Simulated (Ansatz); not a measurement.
# Kohn anomalies in NbAu2 (P6/mmm)

Wanted: frequencies of NbAu2 (P6/mmm) solved wavevector by wavevector at several smearings. The first relaxation steps of the session are not shown, so no cell shown is the starting entry, unless a step says so.

Main program and level: Ansatz 0.2.0; DFT PBEsol, scalar-relativistic, plane waves, PAW.

## (1) The cell after earlier relaxation steps

Symmetry: P6/mmm, No. 191, hexagonal system. The conventional cell has a = 4.621 Å, b = 4.621 Å, c = 2.729 Å, α = 90.00°, β = 90.00°, γ = 120.00°. Nearest to Nb lie 2 Nb at 2.73 Å and 12 Au at 3.00 Å. Nearest to Au lie 5 Au at 2.67 to 2.73 Å and 6 Nb at 3.00 Å. Farther neighbours are not listed.

As a file:

```cif
data_structure
_symmetry_space_group_name_H-M 'P 1'
_symmetry_Int_Tables_number 1
_cell_length_a 4.6212
_cell_length_b 4.6212
_cell_length_c 2.7291
_cell_angle_alpha 90.000
_cell_angle_beta 90.000
_cell_angle_gamma 120.000
_cell_volume 50.47
loop_
_atom_site_label
_atom_site_type_symbol
_atom_site_fract_x
_atom_site_fract_y
_atom_site_fract_z
_atom_site_occupancy
Nb1 Nb 0.00000 0.00000 0.00000 1
Au2 Au 0.33333 0.66667 0.50000 1
Au3 Au 0.66667 0.33333 0.50000 1
```

## (2) Tight relaxation

Phonons are second derivatives about the minimum, so the remaining forces must be small: the thresholds are tightened. Earlier relaxation steps are not shown.

Input file input.yaml:

```yaml
crystal:
  lattice:
    - [4.621202367, 0.0, 0.0]
    - [-2.3106011835, 4.0020786459, 0.0]
    - [0.0, 0.0, 2.7291126863]
  atoms:
    - { symbol: Nb, position: [0.0, 0.0, 0.0] }
    - { symbol: Au, position: [0.3333333333, 0.6666666667, 0.5] }
    - { symbol: Au, position: [0.6666666667, 0.3333333333, 0.5] }
kpoints:
  mp_grid: { grid: [6, 6, 9] }
hamiltonian:
  xc: pbesol
scf:
  occupations: { method: methfessel_paxton, width: 0.2 }
output:
  forces: true
  stress: true
  eigenvalues: true
relax:
  adjacent_minimum: "off"
  f_tol: 0.001
  max_steps: 60
  cell: { stress_tol: 0.01 }
```

Command:

```sh
$ ansatz run input.yaml --threads 4 --pin off --max-ram 8192MiB --backend cpu --events-out ev --progress --plain --runs-dir out
```

Numbers of over 12 decimals in the logs are rounded to 6 here.

Output:

```text
[the first part of the log is left out]
  E_paw        = -22145.966867  (= ΣΔE_a)
  E_vpaw       = -831.222074  (= ΣTr[D̂ρ^β])
  E_aug_tail   = 0.002699  (compensation charges beyond the density's cutoff)
  E_ewald      = -7100.306989
  E_core_change = 0.807667  (= ΣΔE_core)
  E_smearing   = -0.006466  (= −TS)
  E_closure    = -0.000000  (closes the sum)
  Σ components = -30510.224500   (vs F -30510.224500, Δ=0.00e0)
--- Forces (eV/Å), atoms counted from 1 ---
  atom   1  Nb     0.00000000     0.00000000     0.00000000
  atom   2  Au     0.00000000     0.00000000     0.00000000
  atom   3  Au     0.00000000    -0.00000000    -0.00000000
  max |Σ_I F_I| component: 2.78e-17 eV/Å
--- Stress (GPa, compression-positive) ---
       -0.005840       0.000000      -0.000000
        0.000000      -0.005840       0.000000
       -0.000000       0.000000       0.001693
  P = ⅓ Tr σ = -0.0033 GPa (-0.033 kbar)
--- Band table (eV; the first three rows and the last of 35) ---
  k-point 0: bands = ["-85.5275", "-85.5080", "-37.0070", "-37.0070", "-36.8163", "-36.8163", "-36.7753", "-36.7406", "-34.4977", "-10.6775", "-10.6775", "-9.6698", "11.0850", "13.5807", "14.3344", "15.2288", "15.2288", "15.4116", "15.4116", "16.6601", "16.6601", "17.6209", "17.6209", "18.6433", "18.7754", "18.7754", "23.7631", "23.8021", "23.8021", "27.0199", "27.0199"]
  k-point 1: bands = ["-85.5264", "-85.5069", "-37.0046", "-37.0046", "-36.8142", "-36.8142", "-36.8011", "-36.7653", "-34.4782", "-10.6589", "-10.6589", "-9.8341", "11.4137", "13.8407", "14.7687", "15.1767", "15.1767", "15.3694", "15.3694", "16.1796", "16.1796", "17.3998", "17.3998", "19.1897", "19.4054", "19.4054", "23.2071", "23.2071", "23.8636", "27.7093", "27.7093"]
  k-point 2: bands = ["-85.5237", "-85.5042", "-36.9984", "-36.9984", "-36.8661", "-36.8277", "-36.8089", "-36.8089", "-34.4285", "-10.6114", "-10.6114", "-10.2358", "12.2629", "14.6018", "14.7781", "14.7781", "15.2463", "15.2463", "15.7477", "15.7477", "15.9821", "16.8805", "16.8805", "20.5452", "20.5452", "20.6568", "22.2402", "22.2402", "24.1875", "27.3303", "28.2983"]
  k-point 34: bands = ["-85.5089", "-85.5089", "-37.0062", "-36.9647", "-36.9647", "-36.8933", "-36.8933", "-36.7794", "-34.3352", "-10.9378", "-10.5245", "-10.5245", "13.4749", "14.3801", "14.6788", "14.6788", "14.8509", "14.8509", "16.3720", "16.3720", "16.4783", "18.2785", "19.2636", "19.2636", "20.5572", "20.5572", "22.1640", "23.7730", "24.3149", "24.3149", "26.4324"]
--- Relaxed structure (4 steps of the walk, 3 accepted, 1 SCFs on fresh bases) ---
  F+E_penalty+E_count = -30510.22449982 eV   max|allowed force component| = 3.855e-17 eV/Å   (the final SCF, on the basis selected at the relaxed cell)
  cell:  # Å, volume = 50.5608 Å³
    - [4.622081, 0, -1.3187562240279702e-19]
    - [-2.311040, 4.002840, 0]
    - [0, 0, 2.732803]
  atoms:
    - { symbol: Nb, position: [0, 0, 0] }
    - { symbol: Au, position: [0.333333, 0.666667, 0.500000] }
    - { symbol: Au, position: [0.666667, 0.333333, 0.500000] }
```

Run time: 3.5 s. Hardware: 4 threads of Arm Neoverse V2, shared host; peak memory 0.46 GiB; 12 s of CPU time.

Step by step:

```
step  energy less that of the first step (eV)  largest force component (eV/Å)  pressure (GPa)  volume (Å³)
   1                                   0.0000                          0.0000            0.36        50.47
   2                                   0.0004                          0.0000           -0.76        50.75
   3                                  -0.0001                          0.0000           -0.01        50.56
   4                                  -0.0001                          0.0000            0.00        50.56
   5                                  -0.0001                          0.0000            0.00        50.56
```

The log counts 1 steps on a newly chosen plane-wave basis, not all of them marked here; energy and pressure can jump at such steps. Relaxation step 2 was tried and not accepted.

| conventional cell, symmetrised | before | after | change |
| --- | --- | --- | --- |
| a (Å) | 4.621 | 4.622 | +0.0 % |
| b (Å) | 4.621 | 4.622 | +0.0 % |
| c (Å) | 2.729 | 2.733 | +0.1 % |
| volume (Å³/atom) | 16.82 | 16.85 | +0.2 % |

The relaxed structure:

```cif
data_structure
_symmetry_space_group_name_H-M 'P 1'
_symmetry_Int_Tables_number 1
_cell_length_a 4.6221
_cell_length_b 4.6221
_cell_length_c 2.7328
_cell_angle_alpha 90.000
_cell_angle_beta 90.000
_cell_angle_gamma 120.000
_cell_volume 50.56
loop_
_atom_site_label
_atom_site_type_symbol
_atom_site_fract_x
_atom_site_fract_y
_atom_site_fract_z
_atom_site_occupancy
Nb1 Nb 0.00000 0.00000 0.00000 1
Au2 Au 0.33333 0.66667 0.50000 1
Au3 Au 0.66667 0.33333 0.50000 1
```

This step gave:

* pressure: -0.003329 GPa
* volume per atom: 16.85 Å³
* metallic on mesh: yes
* gap on the k-mesh: 0 eV

The largest force is now zero by symmetry and the largest stress component 0.0058 GPa, small enough for phonons.

## (3) Wavevectors along a line: Fermi–Dirac smearing of 0.1 eV

The smearing blurs the Fermi surface that screens the phonons; a Fermi–Dirac width is an electronic temperature.

Input file input.yaml:

```yaml
crystal:
  lattice:
    - [4.622080991, 0.0, 0.0]
    - [-2.3110404955, 4.0028395566, 0.0]
    - [0.0, 0.0, 2.7328027363]
  atoms:
    - { symbol: Nb, position: [0.0, 0.0, 0.0] }
    - { symbol: Au, position: [0.3333333333, 0.6666666667, 0.5] }
    - { symbol: Au, position: [0.6666666667, 0.3333333333, 0.5] }
kpoints:
  mp_grid: { grid: [12, 12, 16] }
hamiltonian:
  xc: pbesol
scf:
  occupations: { method: fermi_dirac, width: 0.1 }
output:
  eigenvalues: true
phonons:
  method: dfpt
  qpoints:
    - [0, 0, 0]
    - [0.083333333, 0.0, 0.0]
    - [0.166666667, 0.0, 0.0]
    - [0.25, 0.0, 0.0]
    - [0.333333333, 0.0, 0.0]
    - [0.416666667, 0.0, 0.0]
    - [0.5, 0.0, 0.0]
```

Output:

```text
The run solves and reports these wavevectors of phonons.qpoints, in the list's order, at another value: [0.083333333, 0.0, 0.0] as [0.083333, 0.0, 0.0], [0.166666667, 0.0, 0.0] as [0.166667, 0.0, 0.0], [0.333333333, 0.0, 0.0] as [0.333333, 0.0, 0.0], [0.416666667, 0.0, 0.0] as [0.416667, 0.0, 0.0].
[...]
Crystal: 3 atoms, lattice volume = 50.561 Å³
Basis set: ecut = 420 eV, 975 PW (Γ), exchange–correlation on 64×64×40 points (8 copies of the dense FFT grid, shifted against one another)
Bands: 31, of which v1, the nominal top of the filled ones, is band 26 counted from 1 (25 counted from 0)
Symmetry: 24 space group operations
k-points: 171 of 2304
[...]
SCF iter   1: F=—  HF=-30510.285432 eV  |F-HF|=—  |Δ(HF+E_count)|=         —  Δρ=1.02e-2  dr2=5.13e-2  ethr=1.77e-3  ⟨swp⟩=4.8  Hψ=17783  notcnv=0
[...]
SCF iter  10: F=-30510.272246 eV  HF=-30510.272246 eV  |F-HF|=1.82e-11  |Δ(HF+E_count)|=  3.64e-12  Δρ=1.97e-8  dr2=1.47e-13  ethr=1.00e-12  ⟨swp⟩=5.0  Hψ=21248  notcnv=0
the search or the solves at the SCF's close seem to have found levels that the self-consistency loop had missed (the run counts 1). By its estimate they hold under 1e-12 electrons; where the run keeps them, the occupations were computed again with them
SCF 1 converged in 10 iterations: F = -30510.272246 eV  dr2 = 1.47e-13
[...]
NSCF: frozen V_eff on 171 k-points
WARN: eigensolver did not converge (k=165): 1 band(s) unlocked after 20 sweeps at ethr=1.35e-12 eV (storage-precision floor; scheduled 1.00e-12 eV) (lowest unlocked band 30, counted from 0; max residual 5.02e-6 eV among the unlocked bands, 5.02e-6 eV over every band; other slots of this pass that fall short are told together in one closing line; warning suppressed until the next SCF loop or pass starts)
WARN: eigensolver did not converge in 2 slots of this pass, the one above among them; of largest residual over every band (k=166): 1 band(s) unlocked (lowest unlocked band 30, counted from 0; max residual 6.32e-5 eV among the unlocked bands, 6.32e-5 eV over every band); of lowest unlocked band (k=165): band 30
[...]
DFPT response loops at q = (0, 0, 0) (fractional): preconditioner auto → Kerker (q_TF=auto, 2.732 Å⁻¹) (partly filled bands, converged f_vac=0.000); β = 1.00, the filter's whole step (`scf.mixing.beta` (0.50) is not read by the response loops under this deck's `scf.mixing.preconditioner`; to damp them name `kerker` or `kerker_dos`, under which they read `scf.mixing.beta`, and type it under 1.00, their step now; both keys bind the ground state too); Broyden in place of MSR1
[...]
SCF converged after 10 iterations
Free energy (F): -30510.272246 eV
[...]
Internal energy: -30510.238137 eV  (E = F + TS)
E sigma→0 (E₀):  -30510.255191 eV
Entropy (-TS):   -0.034110 eV (-11.370 meV/atom)
Fermi energy:    20.991730 eV
[...]
--- Band table (eV; the first three rows and the last of 171) ---
  k-point 0: bands = [... 22 lower, 17.6304, 18.5677, 18.7760, 18.7760, 23.7617, 23.7617, 23.7721, 27.0182, ... 1 higher]
  k-point 1: bands = [... 22 lower, 17.5574, 18.7430, 19.0083, 19.0083, 23.5440, 23.5440, 23.8037, 27.2648, ... 1 higher]
  k-point 2: bands = [... 22 lower, 17.3554, 19.2558, 19.5375, 19.5375, 23.0480, 23.0480, 23.9000, 27.8562, ... 1 higher]
  k-point 170: bands = [... 22 lower, 19.9948, 19.9948, 20.0362, 20.0362, 22.3485, 23.8307, 24.7611, 24.7611, ... 1 higher]
--- Phonons (Γ-DFPT): 4 representative perturbations + reference (Σ response iterations 12) ---
  ASR residual: 8.625e-4 → 0.000e0 eV/Å²; symmetrization residual: 7.974e-6 eV/Å²
  ASR residual per site (eV/Å²): 8.63e-4 2.31e-4 2.31e-4
  Γ frequencies (cm⁻¹): 0.00 0.00 0.00 57.01 111.42 152.32 152.32 176.27 176.27
  non-analytic LO–TO correction: not included (Born effective charges unavailable; polar crystals: no LO–TO splitting at Γ)
--- Phonons (arbitrary-q DFPT): 7 explicit q-points ---
  q = [0, 0, 0] (of the zone-centre solve; hermiticity 1.24e-6, symmetrization 1.13e-12): -0.00 0.00 0.00 57.01 111.42 152.32 152.32 176.27 176.27
  q = [0.083333, 0, 0] (4 solved perturbations in 3996 linear systems a pass and spin channel, the states on 1296 of 2304 k-point pairs; hermiticity 1.12e-6, symmetrization 8.56e-12): 11.90 15.66 31.58 56.35 110.97 149.65 150.60 177.07 178.21
[...]
sum rule: each row above includes the acoustic sum rule's correction from the zone centre's row sums; it moved no ω² by more than (1.59 cm⁻¹)²
```

Wall time 14 min (4 threads); peak memory 4.5 GiB; 54 min of CPU time.

The column dr2 measures how far the density is from self-consistency, as an energy; F and HF (Harris–Foulkes) agree once it is small.

Each wavevector solved by linear response. Frequency against |q| along the line; 7 of 9 lines:

| \|q\| along the line (Å⁻¹) | mode 1 (cm⁻¹) | mode 2 (cm⁻¹) | mode 3 (cm⁻¹) | mode 4 (cm⁻¹) | mode 5 (cm⁻¹) | mode 6 (cm⁻¹) | mode 7 (cm⁻¹) |
| --- | --- | --- | --- | --- | --- | --- | --- |
| 0.000 | 0 | 0 | 0 | 57.0 | 111 | 152 | 152 |
| 0.131 | 11.9 | 15.7 | 31.6 | 56.4 | 111 | 150 | 151 |
| 0.262 | 23.5 | 30.6 | 54.9 | 61.0 | 110 | 144 | 146 |
| 0.392 | 34.0 | 44.1 | 53.5 | 86.0 | 108 | 138 | 140 |
| 0.523 | 42.2 | 53.4 | 54.7 | 102 | 104 | 133 | 140 |
| 0.654 | 46.1 | 56.2 | 61.5 | 99.1 | 107 | 130 | 148 |
| 0.785 | 46.9 | 58.3 | 63.9 | 96.7 | 108 | 129 | 159 |

## (4) Wavevectors along a line: Fermi–Dirac smearing of 0.25 eV

Each wavevector is solved by itself, so no interpolation smooths a dip of the branch.

input.yaml, as its differences from that of step 3:

```diff
@@ -14,3 +14,3 @@
 scf:
-  occupations: { method: fermi_dirac, width: 0.1 }
+  occupations: { method: fermi_dirac, width: 0.25 }
 output:
```

Wider smearing eases the sum over k-points of a metal but moves the result away from its zero-temperature value.

Output:

```text
band count auto-derived: 32 (N_el = 51.0; filled up to band 26; 31 by the electrons, moments and atoms)
[...]
Crystal: 3 atoms, lattice volume = 50.561 Å³
Basis set: ecut = 420 eV, 975 PW (Γ), exchange–correlation on 64×64×40 points (8 copies of the dense FFT grid, shifted against one another)
Bands: 32, of which v1, the nominal top of the filled ones, is band 26 counted from 1 (25 counted from 0)
Symmetry: 24 space group operations
k-points: 171 of 2304
[...]
SCF iter   1: F=—  HF=-30510.388880 eV  |F-HF|=—  |Δ(HF+E_count)|=         —  Δρ=9.87e-3  dr2=4.66e-2  ethr=1.77e-3  ⟨swp⟩=4.5  Hψ=17992  notcnv=0
[...]
SCF iter   9: F=-30510.376709 eV  HF=-30510.376709 eV  |F-HF|=0.00e0  |Δ(HF+E_count)|=  3.64e-12  Δρ=1.13e-7  dr2=5.89e-12  ethr=1.00e-12  ⟨swp⟩=5.1  Hψ=22437  notcnv=0
SCF 1 converged in 9 iterations: F = -30510.376709 eV  dr2 = 5.89e-12
[...]
SCF converged after 9 iterations
Free energy (F): -30510.376709 eV
[...]
Internal energy: -30510.092792 eV  (E = F + TS)
E sigma→0 (E₀):  -30510.234751 eV
Entropy (-TS):   -0.283918 eV (-94.639 meV/atom)
Fermi energy:    20.906104 eV
[...]
--- Band table (eV; the first three rows and the last of 171) ---
  k-point 0: bands = [... 22 lower, 17.6290, 18.5713, 18.7871, 18.7871, 23.7699, 23.7756, 23.7756, 27.0201, ... 2 higher]
  k-point 1: bands = [... 22 lower, 17.5560, 18.7468, 19.0190, 19.0190, 23.5569, 23.5569, 23.8015, 27.2675, ... 2 higher]
  k-point 2: bands = [... 22 lower, 17.3540, 19.2600, 19.5482, 19.5482, 23.0591, 23.0591, 23.8978, 27.8601, ... 2 higher]
  k-point 170: bands = [... 22 lower, 19.9962, 19.9962, 20.0491, 20.0491, 22.3455, 23.8414, 24.7720, 24.7720, ... 2 higher]
[...]
ASR residual: 3.863e-3 → 0.000e0 eV/Å²; symmetrization residual: 7.028e-6 eV/Å²
  ASR residual per site (eV/Å²): 3.86e-3 4.13e-4 4.13e-4
  Γ frequencies (cm⁻¹): 0.00 0.00 0.00 54.02 112.63 150.79 150.79 176.02 176.02
[...]
--- Phonons (arbitrary-q DFPT): 7 explicit q-points ---
[...]
```

Elapsed: 14 min, on 4 threads; peak memory 4.6 GiB; 57 min of CPU time.

Each wavevector solved by linear response. Frequency against |q| along the line; 7 of 9 lines:

| \|q\| along the line (Å⁻¹) | mode 1 (cm⁻¹) | mode 2 (cm⁻¹) | mode 3 (cm⁻¹) | mode 4 (cm⁻¹) | mode 5 (cm⁻¹) | mode 6 (cm⁻¹) | mode 7 (cm⁻¹) |
| --- | --- | --- | --- | --- | --- | --- | --- |
| 0.000 | 0 | 0 | 0 | 54.0 | 113 | 151 | 151 |
| 0.131 | 11.8 | 15.3 | 31.3 | 53.5 | 112 | 149 | 149 |
| 0.262 | 23.2 | 30.0 | 52.2 | 60.5 | 110 | 143 | 144 |
| 0.392 | 33.6 | 43.2 | 51.2 | 85.2 | 108 | 138 | 139 |
| 0.523 | 41.5 | 51.6 | 53.9 | 102 | 105 | 133 | 138 |
| 0.654 | 44.9 | 54.6 | 60.9 | 101 | 107 | 129 | 147 |
| 0.785 | 45.5 | 56.5 | 63.4 | 99.9 | 107 | 128 | 157 |

Against step 3 (now smearing width 0.25 eV), the free energy moves by -34.8 meV an atom.

## (5) Smearing and the soft branch

Table of lowest frequency by |q| along the line:

```csv
|q| along the line (Å⁻¹),"fermi dirac 0.1 eV, k 12x12x16 (cm⁻¹)","fermi dirac 0.25 eV, k 12x12x16 (cm⁻¹)"
0.000,0,0
0.131,11.9,11.8
0.262,23.5,23.2
0.392,34.0,33.6
0.523,42.2,41.5
0.654,46.1,44.9
0.785,46.9,45.5
```

## (6) Outcome

```
phonon run of the rows without a label of their own         : PBEsol, k 12×12×16
lowest branch at the last solved point, Fermi–Dirac 0.1 eV  : 46.9 cm⁻¹ at |q| = 0.785 Å⁻¹
lowest branch at the last solved point, Fermi–Dirac 0.25 eV : 45.5 cm⁻¹ at |q| = 0.785 Å⁻¹
```

What this shows: No branch softens by more than 4 % of the top frequency as the smearing narrows, so no anomaly that hangs on the smearing shows at these points. The line holds 7 wavevectors, so a narrow dip between them would be missed. Between Fermi–Dirac 0.25 eV and Fermi–Dirac 0.1 eV the largest change, with modes counted by rank of frequency, is in mode 4 at |q| = 0.785 Å⁻¹, from 99.9 to 96.7 cm⁻¹. Where branches cross, a count by rank can hide a softening. At the narrowest width the k mesh may not resolve the Fermi surface, so part of the change can be mesh noise. Spin–orbit coupling, left out here, matters for Au.

[Logs are printed without paths, hosts, clocks, repeated set-up lines and the standing remarks that a program may print on its own settings, such as how far it seeks lower states.]

[Hosts, paths, dates, database ids (printed as entryN), source tags and the programs' standing remarks are cut or masked in the printed files.]
